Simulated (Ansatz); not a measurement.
# Ta(100) with 4 thermally displaced layers, 2x2: scattering by thermal displacements, part 2 of 2

How much do lattice vibrations at 300 K scatter the electrons of Ta? Layers with random displacements are laid between perfect leads, and the resistance is followed against their length. The measured value for the pure metal at this temperature is 13.5 µΩ cm (CRC Handbook of Chemistry and Physics, 84th ed., 2003, Electrical Resistivity of Pure Metals).

Ansatz 0.2.0; Ansatz plane-wave DFT, PBE, PAW files; ballistic transport by layer matching (Landauer), zero bias; PAW set soft_1.

So far, open channels per spin nearest the Fermi level: step 2 (with 4 displaced layers) 10.5.

### 4. With 12 displaced layers

Each atom of 12 layers is moved at random, by amounts drawn from a normal law 0.0653 Å wide in each direction from the Debye model (240 K) at 300 K. A fresh draw is used; the growth of the resistance with length is what counts.

System of this step: Ta(100) with 12 thermally displaced layers, 2x2. The cell holds 88 atoms: 88 Ta. Cell: a = 6.605 Å, b = 6.605 Å, c = 36.328 Å, α = 90.0°, β = 90.0°, γ = 90.0°. It derives from Ta. Regions: lead, 40 atoms (40 Ta); scattering region, 48 atoms (48 Ta). The structure is stacked along c, and the current runs across the ab planes.

The input, input.yaml:

```yaml
crystal:
  lattice:
    - [6.60512, 0.0, 0.0]
    - [0.0, 6.60512, 0.0]
    - [0.0, 0.0, 36.32816]
  atoms:
    - { symbol: Ta, position: [0.0, 0.0, 0.0227272727] }
    - { symbol: Ta, position: [0.0, 0.5, 0.0227272727] }
    - { symbol: Ta, position: [0.5, 0.0, 0.0227272727] }
    - { symbol: Ta, position: [0.5, 0.5, 0.0227272727] }
    - { symbol: Ta, position: [0.25, 0.25, 0.0681818182] }
    - { symbol: Ta, position: [0.25, 0.75, 0.0681818182] }
    - { symbol: Ta, position: [0.75, 0.25, 0.0681818182] }
    - { symbol: Ta, position: [0.75, 0.75, 0.0681818182] }
    - { symbol: Ta, position: [0.0, 0.0, 0.1136363636] }
    - { symbol: Ta, position: [0.0, 0.5, 0.1136363636] }
    - { symbol: Ta, position: [0.5, 0.0, 0.1136363636] }
    - { symbol: Ta, position: [0.5, 0.5, 0.1136363636] }
    - { symbol: Ta, position: [0.25, 0.25, 0.1590909091] }
    - { symbol: Ta, position: [0.25, 0.75, 0.1590909091] }
    - { symbol: Ta, position: [0.75, 0.25, 0.1590909091] }
    - { symbol: Ta, position: [0.75, 0.75, 0.1590909091] }
    - { symbol: Ta, position: [0.0, 0.0, 0.2045454545] }
    - { symbol: Ta, position: [0.0, 0.5, 0.2045454545] }
    - { symbol: Ta, position: [0.5, 0.0, 0.2045454545] }
    - { symbol: Ta, position: [0.5, 0.5, 0.2045454545] }
    - { symbol: Ta, position: [0.2445886709, 0.2490849804, 0.2504522027] }
    - { symbol: Ta, position: [0.2466501578, 0.7309849243, 0.2498700914] }
    - { symbol: Ta, position: [0.7522274811, 0.2607197428, 0.2510385501] }
    - { symbol: Ta, position: [0.7436385798, 0.7428456679, 0.2536134915] }
    - { symbol: Ta, position: [0.0074791579, 0.0181032786, 0.2992816315] }
    - { symbol: Ta, position: [0.9919134681, 0.503808281, 0.2962779736] }
    - { symbol: Ta, position: [0.5055316128, 0.0053565543, 0.2958176826] }
    - { symbol: Ta, position: [0.5017212197, 0.4851482016, 0.2951572827] }
    - { symbol: Ta, position: [0.242609985, 0.2512463383, 0.3400688062] }
    - { symbol: Ta, position: [0.2561139074, 0.7580963379, 0.3414638798] }
    - { symbol: Ta, position: [0.7531252351, 0.2509187524, 0.3401042984] }
    - { symbol: Ta, position: [0.7483739503, 0.7451006751, 0.3416063902] }
    - { symbol: Ta, position: [0.0001395072, 0.0057459035, 0.3839757595] }
    - { symbol: Ta, position: [0.0087754504, 0.4924609576, 0.3850439678] }
    - { symbol: Ta, position: [0.4980483304, 0.9944310984, 0.3868868532] }
    - { symbol: Ta, position: [0.4943245392, 0.4894285088, 0.3848435404] }
    - { symbol: Ta, position: [0.2629685941, 0.2504374814, 0.4297198699] }
    - { symbol: Ta, position: [0.2500828083, 0.7346198979, 0.4350344314] }
    - { symbol: Ta, position: [0.734930953, 0.2547323387, 0.4327951982] }
    - { symbol: Ta, position: [0.7356670725, 0.7529681507, 0.433610322] }
    - { symbol: Ta, position: [0.004621853, 0.002580074, 0.4789784654] }
    - { symbol: Ta, position: [0.0015904972, 0.5033254714, 0.4770449984] }
    - { symbol: Ta, position: [0.5062452257, 0.9906946768, 0.4786957022] }
    - { symbol: Ta, position: [0.4950052334, 0.4892191916, 0.477929161] }
    - { symbol: Ta, position: [0.2667343997, 0.2595059244, 0.5218005352] }
    - { symbol: Ta, position: [0.2569001277, 0.7455102679, 0.5225043821] }
    - { symbol: Ta, position: [0.7508849645, 0.2270949357, 0.5230716471] }
    - { symbol: Ta, position: [0.7398225966, 0.7431064067, 0.5200774648] }
    - { symbol: Ta, position: [0.9850092394, 0.990676091, 0.5696656004] }
    - { symbol: Ta, position: [0.0164683602, 0.4997508545, 0.5701440096] }
    - { symbol: Ta, position: [0.497390624, 0.9811006749, 0.5684512517] }
    - { symbol: Ta, position: [0.5044051104, 0.4957632433, 0.5687249824] }
    - { symbol: Ta, position: [0.2556595609, 0.2414654538, 0.6109821639] }
    - { symbol: Ta, position: [0.2478129635, 0.7479137247, 0.6130025493] }
    - { symbol: Ta, position: [0.7597586624, 0.2670569702, 0.6128875562] }
    - { symbol: Ta, position: [0.7569083027, 0.7593008451, 0.6149180645] }
    - { symbol: Ta, position: [0.0103541136, 0.9961524305, 0.6604205059] }
    - { symbol: Ta, position: [0.0200114467, 0.5079440129, 0.6579768221] }
    - { symbol: Ta, position: [0.5060070707, 0.0124782817, 0.6597540596] }
    - { symbol: Ta, position: [0.4944309392, 0.5152529268, 0.6568447994] }
    - { symbol: Ta, position: [0.254976218, 0.2498401089, 0.7024001714] }
    - { symbol: Ta, position: [0.2620539245, 0.7534387731, 0.7024484584] }
    - { symbol: Ta, position: [0.7559479192, 0.2457337486, 0.7011257199] }
    - { symbol: Ta, position: [0.7431903624, 0.7526051335, 0.7056879542] }
    - { symbol: Ta, position: [0.0016365635, 0.0004464437, 0.7508446767] }
    - { symbol: Ta, position: [0.9979145593, 0.5116338723, 0.7502671421] }
    - { symbol: Ta, position: [0.5029053336, 0.0053456492, 0.7481000322] }
    - { symbol: Ta, position: [0.4929894875, 0.5151095838, 0.7506026244] }
    - { symbol: Ta, position: [0.25, 0.25, 0.7954545455] }
    - { symbol: Ta, position: [0.25, 0.75, 0.7954545455] }
    - { symbol: Ta, position: [0.75, 0.25, 0.7954545455] }
    - { symbol: Ta, position: [0.75, 0.75, 0.7954545455] }
    - { symbol: Ta, position: [0.0, 0.0, 0.8409090909] }
    - { symbol: Ta, position: [0.0, 0.5, 0.8409090909] }
    - { symbol: Ta, position: [0.5, 0.0, 0.8409090909] }
    - { symbol: Ta, position: [0.5, 0.5, 0.8409090909] }
    - { symbol: Ta, position: [0.25, 0.25, 0.8863636364] }
    - { symbol: Ta, position: [0.25, 0.75, 0.8863636364] }
    - { symbol: Ta, position: [0.75, 0.25, 0.8863636364] }
    - { symbol: Ta, position: [0.75, 0.75, 0.8863636364] }
    - { symbol: Ta, position: [0.0, 0.0, 0.9318181818] }
    - { symbol: Ta, position: [0.0, 0.5, 0.9318181818] }
    - { symbol: Ta, position: [0.5, 0.0, 0.9318181818] }
    - { symbol: Ta, position: [0.5, 0.5, 0.9318181818] }
    - { symbol: Ta, position: [0.25, 0.25, 0.9772727273] }
    - { symbol: Ta, position: [0.25, 0.75, 0.9772727273] }
    - { symbol: Ta, position: [0.75, 0.25, 0.9772727273] }
    - { symbol: Ta, position: [0.75, 0.75, 0.9772727273] }
kpoints:
  mp_grid: { grid: [4, 4, 1] }
hamiltonian:
  xc: pbe
  pseudopotentials: { kind: paw, azcp: { folder: soft_1 } }
scf:
  occupations: { method: fermi_dirac, width: 0.1 }
output:
  transmission: { leads: [[0, 4]], kmesh: [8, 8], e_range: [-0.05, 0.05], de: 0.05 }
  write_potential: true
  write_density: true
  volumetric_format: npy
```

Command:

```console
$ ansatz run input.yaml --threads 4 --pin off --max-ram 15360MiB --backend cpu --events-out ev --progress --plain --runs-dir out
```

Numbers of over 12 decimals in the logs are rounded to 6 here.

The log of the run:

```text
[...]
Crystal: 88 atoms, lattice volume = 1584.911 Å³
Basis set: ecut = 420 eV, 30897 PW (Γ)
Bands: 687, of which v1, the nominal top of the filled ones, is band 572 counted from 1 (571 counted from 0)
Symmetry: 1 space group operations
[...]
k-points: 10 of 16 (time reversal used)
[...]
SCF iter   1: F=—  HF=-874134.372066 eV  |F-HF|=—  |Δ(HF+E_count)|=         —  Δρ=4.24e-2  dr2=3.91e1  ethr=3.10e-3  ⟨swp⟩=5.9  Hψ=27008  notcnv=0  defer=26
[...]
SCF iter   7: F=-874123.596980 eV  HF=-874123.596980 eV  |F-HF|=1.72e-8  |Δ(HF+E_count)|=   3.34e-8  Δρ=1.49e-6  dr2=3.87e-8  ethr=8.74e-12  ⟨swp⟩=11.4  Hψ=21951  notcnv=0
SCF 1 converged in 7 iterations: F = -874123.596980 eV  dr2 = 3.87e-8
[...]
transmission: 228 of 2278 steps passed
transmission: 456 of 2278 steps passed
[...]
transmission: 2278 of 2278 steps passed
SCF converged after 7 iterations
Free energy (F): -874123.596980 eV
[...]
Internal energy: -874119.907708 eV  (E = F + TS)
E sigma→0 (E₀):  -874121.752344 eV
Entropy (-TS):   -3.689272 eV (-41.924 meV/atom)
Fermi energy:    18.536703 eV
[...]
--- Band table (eV; the first three rows and the last of 10) ---
  k-point 0: bands = [... 568 lower, 19.2079, 19.2101, 19.2195, 19.2281, 19.2318, 19.2393, 19.2457, 19.2521, ... 111 higher]
  k-point 1: bands = [... 568 lower, 18.8466, 18.8600, 18.8690, 18.8775, 18.9005, 18.9068, 18.9265, 18.9373, ... 111 higher]
  k-point 2: bands = [... 568 lower, 18.3434, 18.3519, 18.3682, 18.4175, 18.4374, 18.4609, 18.5458, 18.5857, ... 111 higher]
  k-point 9: bands = [... 568 lower, 17.8607, 17.8650, 17.8689, 17.8841, 17.8916, 17.9036, 17.9131, 17.9145, ... 111 higher]
--- Transmission ---
  basis      : 377 plane waves across, 67 finite elements along
  points     : 34, standing for a mesh of 8 x 8
[...]
channels       : 1.048438e1 a spin
[...]
junction   : crystal 0 to crystal 0, 0.70 to 35.37 Å
    transmission   : 6.464696e0 a spin
[...]
```

The job ended after 29 min (4 threads of Arm Neoverse V2, shared host; peak memory 8.6 GiB; 1.6 h of CPU time).

Numbers from this step:

| Quantity | Value |
| --- | --- |
| free energy | -874123.5970 eV |
| energy at zero smearing | -874121.7523 eV |
| transmission per spin nearest the Fermi level | 6.465 |
| step of the lead's potential | 1 meV |

Per spin. Table of transmission, zone mean by energy, zero at the Fermi level:

```tsv
energy (eV)	transmission, zone mean
-0.0500	6.55
0.0000	6.46
0.0500	6.25
```

Over the solved energies the transmission per spin lies between 6.25 and 6.55, out of 10.2 channels of the lead on average (up to 10.5).

### 5. Resistance against length

This step: Ansatz plane-wave DFT, PBE, PAW files; ballistic transport by layer matching (Landauer), zero bias; resistivity from the slope of the area resistance; PAW set soft_1 (Ansatz 0.2.0).

Numbers from this step:

```yaml
resistivity: 15.83 µΩ cm
intercept: 0.02347 fΩ m²
scatter_about_the_fit: 0.01695 fΩ m²
```

Resistance, by row:

```tsv
run	length (Å)	T	channels N	RA (fΩ m²)
n4	6.605	8.522	10.34	0.1161
n8	13.21	6.97	10.21	0.2566
n12	19.82	6.424	10.21	0.3252
```

Table of area resistance by length of the displaced region:

```tsv
length of the displaced region (Å)	area resistance (fΩ m²)
6.61	0.116
13.21	0.257
19.82	0.325
```

The area resistance goes from 0.12 to 0.33 fΩ m² between 6.6 and 19.8 Å, a slope of 16 µΩ cm.

By hand from the end points: (0.3252 − 0.1161) fΩ m² / (19.82 − 6.61) Å = 16 µΩ cm, since 1 fΩ m² per Å is 1000 µΩ cm.

### 6. Summary of results

```
resistivity from the slope  : 15.8 µΩ cm
area resistance over 6.61 Å : 0.116 fΩ m²
area resistance over 13.2 Å : 0.257 fΩ m²
area resistance over 19.8 Å : 0.325 fΩ m²
```

The slope gives 16 µΩ cm. The points scatter by 0.017 fΩ m² about the line, with one random draw a length in a 2x2 cell, so the slope is a rough value. The mean square of the displacements drawn is 0.75, 0.94 and 0.81 of the nominal one at the three lengths; with each resistance scaled back by that, the slope is 19 µΩ cm, the value used below. The lead's own channel count moves between the runs (10.3, 10.2 and 10.2), which shifts RA and the slope too. Read with a model of isotropic scattering on a spherical Fermi surface and the lead's 1.8×10¹⁵ S/m², this slope means a mean free path near 23 Å; over these lengths the model's slope is 1.05 times its bulk resistivity, which would be 18 µΩ cm. Uncorrelated displacements put too much weight on short waves, which scatter strongly; with the sideways repeat of a small cell, one draw and three short lengths, the method is good to a factor of two or three. The measured value is 13.5 µΩ cm (CRC Handbook of Chemistry and Physics, 84th ed., 2003, Electrical Resistivity of Pure Metals); the scaled slope is 1.4 times that and the corrected value 1.3: fair for so small a cell. Spin-orbit coupling is left out, which matters for Ta.

[Logs are printed without paths, hosts, clocks, repeated set-up lines and the standing remarks that a program may print on its own settings, such as how far it seeks lower states.]

[Hosts, paths, dates, database ids (printed as entryN), source tags and the programs' standing remarks are cut or masked in the printed files.]
